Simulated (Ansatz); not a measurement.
# The perfect Ta wire along [100], 5 atoms a period, part 2 of 2

What gap, if any, does the Ta wire along [100], 5 atoms a period have, and how many channels would it open?

Ansatz 0.2.0; DFT PBE, plane waves, PAW; relaxation of a wire's period; PAW set soft_1 (the session's first sound run).

So far: The structure; The relaxed wire.

## (2) The relaxed wire (continued)

Step by step:

```
step  energy less that of the first step (eV)  largest force component (eV/Å)  pressure (GPa)  volume (Å³)
   1                                   0.0000                          2.3540           -8.11       340.02
   2                                  -2.3085                          1.0257           -3.46       331.62
   3                                  -2.4366                          1.0085            2.53       325.49
   4                                  -2.6374                          0.1272           -0.50       321.64
   5                                  -2.6413                          0.0167           -0.15       321.14
  6*                                  -2.6403                          0.0164           -0.15       321.14
```

Relaxation steps marked * repeat the geometry before them on a plane-wave basis chosen anew for their cell, so energy and pressure can jump there.

The run keeps the 16 symmetry operations that it works with, so distortions that break them were not tested.

```
cell as run  before  after  change
      c (Å)   3.320  3.136  -5.6 %
```

The atoms that moved most (Å, along periodic axes as changes of fractional coordinates times the final cell, across vacuum about the mean position):

```
atom      dx      dy     dz  length
 Ta2   0.181   0.181  0.000   0.256
 Ta3   0.181  -0.181  0.000   0.256
 Ta4  -0.181   0.181  0.000   0.256
 Ta5  -0.181  -0.181  0.000   0.256
```

Numbers from this step:

| Item | Value |
| --- | --- |
| energy at zero smearing | -49653.7697 eV |
| cell length along the wire | 3.136 Å |

The cell's length comes to 3.136 Å with spin left out.

## (3) The perfect wire

This step: DFT PBE, plane waves, PAW; bands of a perfect wire; PAW set soft_1 (Ansatz 0.2.0).

At the relaxed period the bands are computed along the axis; those that cross an energy going forward count the channels that a perfect wire would open there.

The input, input.yaml:

```yaml
crystal:
  lattice:
    - [10.12, 0.0, 0.0]
    - [0.0, 10.12, 0.0]
    - [0.0, 0.0, 3.1357045673]
  atoms:
    - { symbol: Ta, position: [0.5, 0.5, 0.0] }
    - { symbol: Ta, position: [0.353851915, 0.353851915, 0.5] }
    - { symbol: Ta, position: [0.353851915, 0.646148085, 0.5] }
    - { symbol: Ta, position: [0.646148085, 0.353851915, 0.5] }
    - { symbol: Ta, position: [0.646148085, 0.646148085, 0.5] }
kpoints:
  mp_grid: { grid: [1, 1, 26] }
  band_path: { path: ["Γ", Z], npoints: 90 }
scf:
  occupations: { method: fermi_dirac, width: 0.05 }
hamiltonian:
  xc: pbe
  pseudopotentials: { kind: paw, azcp: { folder: soft_1 } }
output:
  dos: { e_range: [-5, 4] }
  write_potential: true
  write_density: true
  volumetric_format: npy
```

Command:

```
$ ansatz run input.yaml --threads 4 --pin off --max-ram 16384MiB --backend cpu --events-out ev --progress --plain --runs-dir out
```

Numbers of over 12 decimals in the logs are rounded to 6 here.

What it wrote:

```text
[...]
Crystal: 5 atoms, lattice volume = 321.141 Å³
Basis set: ecut = 420 eV, 6255 PW (Γ)
Bands: 39, of which v1, the nominal top of the filled ones, is band 33 counted from 1 (32 counted from 0)
Symmetry: 16 space group operations
[...]
k-points: 14 of 26
[...]
SCF iter   1: F=—  HF=-49663.035464 eV  |F-HF|=—  |Δ(HF+E_count)|=         —  Δρ=5.12e-2  dr2=5.68e1  ethr=3.10e-3  ⟨swp⟩=9.4  Hψ=2396  notcnv=0
[...]
SCF iter  10: F=-49653.816135 eV  HF=-49653.816135 eV  |F-HF|=1.89e-7  |Δ(HF+E_count)|=   1.17e-6  Δρ=5.54e-6  dr2=9.27e-8  ethr=1.54e-10  ⟨swp⟩=8.6  Hψ=2026  notcnv=0
SCF 1 converged in 10 iterations: F = -49653.816135 eV  dr2 = 9.27e-8
[...]
NSCF: frozen V_eff on 91 k-points
WARN: The output density's exchange-correlation potential varies sharply where the density is thin. Do not read a vacuum level from v_tot or v_xc, or from such a field of the output density. On a cell that repeats whose density bears no net charge and no dipole along the vacuum's axis use v_es (v_loc + v_h of the components); under efield.dipole_correction with no amplitude use v_es + v_field, which holds any externa [...]
SCF converged after 10 iterations
Free energy (F): -49653.816135 eV
[...]
Internal energy: -49653.720439 eV  (E = F + TS)
E sigma→0 (E₀):  -49653.768287 eV
Entropy (-TS):   -0.095697 eV (-19.139 meV/atom)
Fermi energy:    3.041772 eV
[...]
--- Band table (eV; the first three rows and the last of 14) ---
  k-point 0: bands = [... 29 lower, 2.0162, 2.0162, 3.0221, 3.0221, 3.1731, 3.5236, 3.5707, 3.6367, ... 2 higher]
  k-point 1: bands = [... 29 lower, 2.0700, 2.0700, 3.0796, 3.0796, 3.1327, 3.4647, 3.5663, 3.6511, ... 2 higher]
  k-point 2: bands = [... 29 lower, 2.1530, 2.1530, 3.0208, 3.2225, 3.2225, 3.3038, 3.5405, 3.6985, ... 2 higher]
  k-point 13: bands = [... 29 lower, 2.3771, 2.9373, 2.9373, 3.3058, 3.3058, 3.4861, 4.0803, 4.7212, ... 2 higher]
```

It took 11 s on 4 threads of Arm Neoverse V1, shared host; peak memory 0.86 GiB.

This step gave:

- energy at zero smearing: -49653.7683 eV
- band gap: 0 eV

Electronic bands along the path, in eV, zero at the Fermi level:

```
  point  band 29  band 30  band 31  band 32  band 33  band 34  band 35  band 36
      Γ    -1.18    -1.03    -1.03    -0.02    -0.02     0.13     0.48     0.53
halfway    -1.55    -0.76    -0.31    -0.27    -0.27    -0.27     0.62     0.62
      Z    -0.87    -0.66    -0.10    -0.10     0.26     0.26     0.44     1.04
```

Between Γ and Z the bands cross the Fermi level 7 times, so a perfect wire would conduct at least 7 G₀, with spin left out.

## (4) Summary of results

```
cell length, PBE                                            : 3.136 Å
ballistic conductance by band crossings, a lower bound, PBE : 7 G₀
```

What this shows: Under PBE the cell's length is 3.14 Å, and the bands cross the Fermi level 7 times between Γ and Z, which gives a perfect wire at least 7 G₀ (opposite crossings within one step of the path cancel in such a count). No spin was allowed, though thin wires with open d shells can turn magnetic. Spin-orbit coupling is left out, which matters for the bands of heavy atoms.

[Logs are printed without paths, hosts, clocks, repeated set-up lines and the standing remarks that a program may print on its own settings, such as how far it seeks lower states.]

[Hosts, paths, dates, database ids (printed as entryN), source tags and the programs' standing remarks are cut or masked in the printed files.]
